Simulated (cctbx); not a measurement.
**Diagnosing a refinement**

Cell a = 3.9730 Å, b = 3.9730 Å, c = 10.1080 Å, α = 90.00°, β = 90.00°, γ = 90.00°; space group I-4m2 (no. 119). The compound is LiScMnGe2.

The data are simulated with cctbx, not measured: Cu Kα, λ = 1.54184 Å, to d = 0.83 Å, 70 % of the full sphere, strongest reflection 40000 counts, noise from counting, a 4 % proportional error and a noise floor of 8 counts (s.d.); no absorption, and some extinction, which the refinements don't model.

An anisotropic refinement with weights 1/σ² prints:

```text
Rint 0.031, 97 unique reflections to 0.84 A
cycle     R1     wR2    GooF  max shift (A)
   1  0.2276  0.4877  19.530   0.00145
   3  0.1022  0.2674  10.708   0.00000
final R1 0.1022 wR2 0.2674 GooF 10.708  parameters 10  data/parameter 9.7
atom        x        y        z      Ueq    occ   su(xyz)  su(Uiso or U11)
Si1    0.00000  0.00000  0.37354   0.0032  1.000  0.00047  0.0039
Mn1    0.50000  0.00000  0.25000   0.0347  1.000  0.00000  0.0034
Sc1    0.00000  0.00000  0.00000   0.0419  1.000  0.00000  0.0040
Li1    0.00000  0.50000  0.25000   2.0369  1.000  0.00000 13.2882
difference map: max 4.57 min -2.30 rms 0.67
Q1    0.0000  0.0000  0.3738    4    4.62  0.00 A from Si1
Q2    0.0000  0.0000  0.1247    4    2.42  1.26 A from Sc1
Q3    0.0000  0.5000  0.0049    4    2.29  1.99 A from Sc1
Q4    0.0000  0.0000  0.2446    4    1.99  1.30 A from Si1
Q5    0.2453  0.2467  0.1300   16    0.96  1.43 A from Si1
Q6    0.0000  0.2701  0.2167    8    0.32  0.97 A from Li1
```

Q: Accept it or mend it, and why?

Mend it. The fault: wrong element: Si1 is Ge. Against the right model at the same level, R1 goes from 0.0087 to 0.1022 and GooF from 0.84 to 10.71, U of Si1 shrinks from 0.0215 to 0.0032 Å², U of Mn1 swells from 0.0210 to 0.0347 Å², U of Sc1 swells from 0.0256 to 0.0419 Å² and the top difference peak, 4.6 e/Å³, lies on Si1. Si1 has 18 electrons too few and its U shrinks to make up, as expected.

The compound is LiScMnGe2. The right model at the same level gives:

```text
Rint 0.031, 97 unique reflections to 0.84 A
cycle     R1     wR2    GooF  max shift (A)
   1  0.0096  0.0249   0.996   0.00014
   2  0.0087  0.0209   0.837   0.00000
final R1 0.0087 wR2 0.0209 GooF 0.837  parameters 10  data/parameter 9.7
atom        x        y        z      Ueq    occ   su(xyz)  su(Uiso or U11)
Ge1    0.00000  0.00000  0.37369   0.0215  1.000  0.00003  0.0003
Mn1    0.50000  0.00000  0.25000   0.0210  1.000  0.00000  0.0003
Sc1    0.00000  0.00000  0.00000   0.0256  1.000  0.00000  0.0003
Li1    0.00000  0.50000  0.25000   0.0585  1.000  0.00000  0.0073
Flack x: -0.015(13)
Hooft y: -0.012(10)  Bijvoet pairs: 36
difference map: max 0.16 min -0.22 rms 0.05
Q1    0.0000  0.3544  0.4121    8    0.16  1.46 A from Ge1
Q2    0.2637  0.2395  0.0304   16    0.15  1.45 A from Sc1
Q3    0.1618  0.2226  0.8134   16    0.13  1.43 A from Mn1
Q4    0.0000  0.2468  0.6919    8    0.12  1.16 A from Mn1
Q5    0.0000  0.3358  0.0436    8    0.12  1.41 A from Sc1
Q6    0.0000  0.3182  0.5887    8    0.10  1.32 A from Ge1
```

Isotropic U is held between 0.0001 and 1 Å² by the program, and listed peak heights are interpolated, so they can pass the grid's maximum.

The model was made for the exercise: a known structure type with other elements put in, its volume estimated, not relaxed; displacement parameters are assumed.

[Middle refinement cycles are left out of these outputs.]

[Logs are printed without paths, hosts, clocks, repeated set-up lines and the standing remarks that a program may print on its own settings, such as how far it seeks lower states.]
